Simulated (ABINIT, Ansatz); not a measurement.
# SrSiS3 (Pm-3m): zone-centre phonons, part 5 of 5

Wanted: the vibrations of SrSiS3 (Pm-3m) at Γ, by two programs.

ABINIT 10.8.3; DFT PBEsol, scalar-relativistic, plane waves, PseudoDojo norm-conserving pseudopotentials.

So far. Step 4 (Linear response at Γ): The acoustic modes at Γ come out as far as 5.7 cm⁻¹ from zero, where they should vanish, a small numerical error. The lowest optical mode is imaginary, 111i cm⁻¹, an instability at this level and on this k mesh. Step 5 (Modes with the sum rule): The rule also moves an optical mode by 1.3 cm⁻¹.

The structure was built from a prototype and need not be the compound's stable phase.

## 7. The same in Ansatz

A second program on the same cell, potentials, cutoff and meshes tests the implementation of the phonon response, not its convergence.

This step: DFT PBEsol, scalar-relativistic, plane waves, PseudoDojo norm-conserving pseudopotentials (Ansatz 0.2.0).

File input.yaml:

```yaml
crystal:
  lattice:
    - [4.6237945181, 0.0, 0.0]
    - [0.0, 4.6237945181, 0.0]
    - [0.0, 0.0, 4.6237945181]
  atoms:
    - { symbol: Sr, position: [0.0, 0.0, 0.0] }
    - { symbol: Si, position: [0.5, 0.5, 0.5] }
    - { symbol: S, position: [0.5, 0.5, 0.0] }
    - { symbol: S, position: [0.5, 0.0, 0.5] }
    - { symbol: S, position: [0.0, 0.5, 0.5] }
kpoints:
  mp_grid: { grid: [8, 8, 8] }
hamiltonian:
  xc: pbesol
  pseudopotentials: { kind: nc, accuracy: standard }
scf:
  occupations: { method: fermi_dirac, width: 0.27211 }
output:
  eigenvalues: true
basis:
  ecutwfc: 761.919
phonons:
  method: dfpt
```

The run is started by

```
> ansatz run input.yaml --threads 4 --pin off --max-ram 8192MiB --backend cpu --events-out ev --progress --plain --runs-dir out
```

Numbers of over 12 decimals in the logs are rounded to 6 here.

The program printed:

```text
Warning: basis.ecutwfc = 761.919 eV is below the records' recommended 925.187132 eV, and the density's cutoff is lower with it unless basis.ecutrho_ratio is high enough to keep the records' density cutoff: compare with a run at a higher cutoff
band count auto-derived: 23 (N_el = 32.0; filled up to band 16; 21 by the electrons, moments and atoms)
zone centre: on kpoints.mp_grid the ground state, and the responses unless they are solved on pairs of k-points, stand on 125 of the mesh's 512 k-points, reduced under 8 symmetry operations, with k and −k counted as one. Each operation leaves every solved displacement unchanged or reverses it
Engine: ansatz 0.2.0, x86_64-unknown-linux-gnu
Pseudopotentials: kind: nc
Pseudopotential: Sr, nc, valence charge 10, recommended cutoff 925.187132 eV (normal), Sr.nc.azcp (PseudoDojo's, or run here from an input of PseudoDojo's; its table is named by hamiltonian.pseudopotentials.accuracy)
Pseudopotential: Si, nc, valence charge 4, recommended cutoff 489.804952 eV (normal), Si.nc.azcp (PseudoDojo's, or run here from an input of PseudoDojo's; its table is named by hamiltonian.pseudopotentials.accuracy)
Pseudopotential: S, nc, valence charge 6, recommended cutoff 707.496042 eV (normal), S.nc.azcp (PseudoDojo's, or run here from an input of PseudoDojo's; its table is named by hamiltonian.pseudopotentials.accuracy)
Functional definition: PBEsol
  exchange = pbesol_x
  correlation = pbesol_c
Crystal: 5 atoms, lattice volume = 98.854 Å³
Basis set: ecut = 761.919 eV, 4729 PW (Γ), exchange–correlation on 90×90×90 points (8 copies of the dense FFT grid, shifted against one another)
Bands: 23, of which v1, the nominal top of the filled ones, is band 16 counted from 1 (15 counted from 0)
Symmetry: 48 space group operations
k-points: 125 of 512 (irreducible under 8 space group operations)
Non-local potential: Sr, projectors of the file, l = 0: 2, l = 1: 2, l = 2: 2
Non-local potential: Si, projectors of the file, l = 0: 2, l = 1: 2, l = 2: 2
Non-local potential: S, projectors of the file, l = 0: 2, l = 1: 2, l = 2: 2
Initial density: superposition of atomic densities (chi_scale 0.1, normalization cell, long waves kept (reshape's long-wave potential 0.00 eV rms))
Initial wavefunctions: pseudopotential atomic-orbital guess
Functional: x = pbesol(κ = 0.804, μ = 0.123457), c = pbesol(β = 0.046)
SCF iter   1: F=—  HF=-1951.188425 eV  |F-HF|=—  |Δ(HF+E_count)|=         —  Δρ=3.27e-2  dr2=2.44e0  ethr=3.10e-3  ⟨swp⟩=7.8  Hψ=17407  notcnv=0
preconditioner: auto → Kerker (q_TF=auto, 2.261 Å⁻¹)  [metal: Δε(μ)=0.080 eV  Ē_g=11.928 eV  σ=0.272 eV  W_gap=0.07  n_scr=18 (ndim 8)  ℏωp=20.5 eV  f_vac=0.000  D(μ)=1.41/eV (n_scr^D=6)]
SCF iter   2: F=—  HF=-1950.643924 eV  |F-HF|=—  |Δ(HF+E_count)|=   5.45e-1  Δρ=1.98e-2  dr2=1.03e0  ethr=3.10e-3  ⟨swp⟩=2.8  Hψ=4759  notcnv=0
SCF iter   3: F=—  HF=-1950.248076 eV  |F-HF|=—  |Δ(HF+E_count)|=   3.96e-1  Δρ=4.13e-3  dr2=2.60e-2  ethr=3.10e-3  ⟨swp⟩=3.8  Hψ=8361  notcnv=0
SCF iter   4: F=—  HF=-1950.241356 eV  |F-HF|=—  |Δ(HF+E_count)|=   6.72e-3  Δρ=8.85e-4  dr2=6.90e-4  ethr=8.11e-5  ⟨swp⟩=2.6  Hψ=5368  notcnv=0
SCF iter   5: F=—  HF=-1950.241456 eV  |F-HF|=—  |Δ(HF+E_count)|=   1.01e-4  Δρ=1.63e-4  dr2=2.29e-5  ethr=2.16e-6  ⟨swp⟩=2.4  Hψ=5032  notcnv=0
SCF iter   6: F=—  HF=-1950.241470 eV  |F-HF|=—  |Δ(HF+E_count)|=   1.42e-5  Δρ=3.62e-5  dr2=1.03e-6  ethr=7.14e-8  ⟨swp⟩=2.2  Hψ=4703  notcnv=0
SCF iter   7: F=—  HF=-1950.241439 eV  |F-HF|=—  |Δ(HF+E_count)|=   3.10e-5  Δρ=5.81e-6  dr2=3.30e-8  ethr=3.23e-9  ⟨swp⟩=2.0  Hψ=4627  notcnv=0
SCF iter   8: F=—  HF=-1950.241439 eV  |F-HF|=—  |Δ(HF+E_count)|=   1.26e-8  Δρ=9.94e-7  dr2=9.40e-10  ethr=1.03e-10  ⟨swp⟩=2.8  Hψ=5065  notcnv=0
SCF iter   9: F=—  HF=-1950.241439 eV  |F-HF|=—  |Δ(HF+E_count)|=  6.49e-10  Δρ=1.65e-7  dr2=3.51e-11  ethr=2.94e-12  ⟨swp⟩=2.9  Hψ=5090  notcnv=0
SCF iter  10: F=-1950.241439 eV  HF=-1950.241439 eV  |F-HF|=0.00e0  |Δ(HF+E_count)|=  2.59e-11  Δρ=4.34e-8  dr2=2.67e-12  ethr=1.00e-12  ⟨swp⟩=10.6  Hψ=19785  notcnv=0
SCF 1 converged in 10 iterations: F = -1950.241439 eV  dr2 = 2.67e-12
DFPT response loops at Γ: preconditioner auto → Kerker (q_TF=auto, 2.261 Å⁻¹) (partly filled bands, converged f_vac=0.000); β = 1.00, the filter's whole step (`scf.mixing.beta` (0.50) is not read by the response loops under this deck's `scf.mixing.preconditioner`; to damp them name `kerker` or `kerker_dos`, under which they read `scf.mixing.beta`, and type it under 1.00, their step now; both keys bind the ground state too); Broyden in place of MSR1
SCF converged after 10 iterations
Free energy (F): -1950.241439 eV
Harris-Foulkes:  -1950.241439 eV  (|F-HF|=0.00e0)
Internal energy: -1949.806108 eV  (E = F + TS)
E sigma→0 (E₀):  -1950.023774 eV
Entropy (-TS):   -0.435331 eV (-87.066 meV/atom)
Fermi energy:    8.084026 eV
--- Per-component energies (eV) ---
  E_band       = -47.522576
  E_kinetic    = 610.792776
  E_local      = -882.322194  (includes V_loc(G=0)·N_el)
  E_nonlocal   = 279.777073
  E_hartree    = 203.846336
  E_xc         = -528.389264
  E_vxc        = -463.462884  (∫ρ·V_xc dr)
  E_ewald      = -1633.510836
  E_smearing   = -0.435331  (= −TS)
  E_closure    = -0.000000  (closes the sum)
  Σ components = -1950.241439   (vs F -1950.241439, Δ=0.00e0)
--- Band table (eV; the first three rows and the last of 125) ---
  k-point 0: bands = [... 12 lower, 6.7728, 6.7728, 7.2786, 7.2786, 7.2786, 11.0009, 11.0009, 11.1971, ... 3 higher]
  k-point 1: bands = [... 12 lower, 6.6073, 6.6073, 7.0989, 7.1666, 7.1666, 11.1752, 11.2889, 11.3757, ... 3 higher]
  k-point 2: bands = [... 12 lower, 6.2152, 6.2152, 6.9791, 6.9791, 7.1399, 11.5610, 11.6222, 12.2623, ... 3 higher]
  k-point 124: bands = [... 12 lower, 6.2411, 8.4227, 8.4227, 8.4227, 10.3565, 10.3565, 10.3565, 11.2621, ... 3 higher]
--- Phonons (Γ-DFPT): 4 representative perturbations + reference, on 125 of 512 k-points (Σ response iterations 12) ---
  k mesh reduced under 8 symmetry operations, with k and −k counted as one. Each operation leaves every solved displacement unchanged or reverses it
  ASR residual: 1.240e-4 → 0.000e0 eV/Å²; symmetrization residual: 3.277e-6 eV/Å²
  ASR residual per site (eV/Å²): 8.42e-5 1.60e-5 1.24e-4 1.24e-4 1.24e-4
  Γ frequencies (cm⁻¹): -111.35 -111.35 -111.35 0.00 0.00 0.00 60.93 60.93 60.93 80.52 80.52 80.52 293.56 293.56 293.56
  non-analytic LO–TO correction: not included (Born effective charges unavailable; polar crystals: no LO–TO splitting at Γ)
```

Run time: 32 s. Hardware: 4 threads of Intel Xeon 6975P-C (Granite Rapids), shared host; peak memory 2.4 GiB.

Numbers from this step:

```
sum-rule residual before enforcement             : 1.24e-4 eV/Å²
highest optical zone-centre mode (no LO-TO term) : 293.6 cm⁻¹
lowest optical zone-centre mode                  : -111.3 cm⁻¹
```

## 8. Side by side: ABINIT PseudoDojo and Ansatz, PseudoDojo

Numbers from this step:

```
root-mean-square difference : 0.09 cm⁻¹
largest difference          : 0.16 cm⁻¹
```

The 12 of 12 modes that differ most. Frequencies side by side:

```tsv
q (reciprocal lattice)	mode	ABINIT PseudoDojo (cm⁻¹)	Ansatz, PseudoDojo (cm⁻¹)
0 0 0	1	-111.2	-111.3
0 0 0	2	-111.2	-111.3
0 0 0	3	-111.2	-111.3
0 0 0	7	60.99	60.93
0 0 0	8	60.99	60.93
0 0 0	9	60.99	60.93
0 0 0	10	80.56	80.52
0 0 0	11	80.56	80.52
0 0 0	12	80.56	80.52
0 0 0	13	293.6	293.6
0 0 0	14	293.6	293.6
0 0 0	15	293.6	293.6
```

At the zone centre the largest difference (acoustic modes at Γ apart) is 0.05 % of the highest mode.

## 9. What came out

```json
{
 "space group after relaxation": "Pm-3m",
 "volume per atom": "19.8 Å³",
 "highest optical zone-centre mode (no LO-TO term)": "293.6 cm⁻¹",
 "lowest optical zone-centre mode": "-111.2 cm⁻¹",
 "imaginary optical modes at the zone centre (no q mesh in this session)": "yes",
 "largest difference from Ansatz, PseudoDojo": "0.16 cm⁻¹"
}
```

At the PBEsol level the optical modes of SrSiS3 (Pm-3m) at the zone centre run from 111i to 294 cm⁻¹, so the structure is a saddle point, with 3 modes beyond 10i cm⁻¹ there. ABINIT PseudoDojo and Ansatz, PseudoDojo agree to 0.16 cm⁻¹ (0.05 % of the highest mode compared) on all solved modes but the acoustic ones at Γ, without the LO-TO term. These are harmonic frequencies: anharmonic shifts and widths and the lattice's thermal expansion are left out. The Fermi-Dirac smearing of 0.01 Ha is an electronic temperature of 3158 K, which adds a pressure of its own and can shift the volume and soft modes. In a metal the frequencies hang on the k mesh and the smearing, most of all near Kohn anomalies. Ansatz warns that the cutoff lies 18 % under the one recommended for these files; agreement at one cutoff is not convergence. The structure is a hypothetical one, built on a prototype.

[Host names and launcher messages were left out of these logs when they were recorded.]

[Logs are printed without paths, hosts, clocks, repeated set-up lines and the standing remarks that a program may print on its own settings, such as how far it seeks lower states.]

[Hosts, paths, dates, database ids (printed as entryN), source tags and the programs' standing remarks are cut or masked in the printed files.]
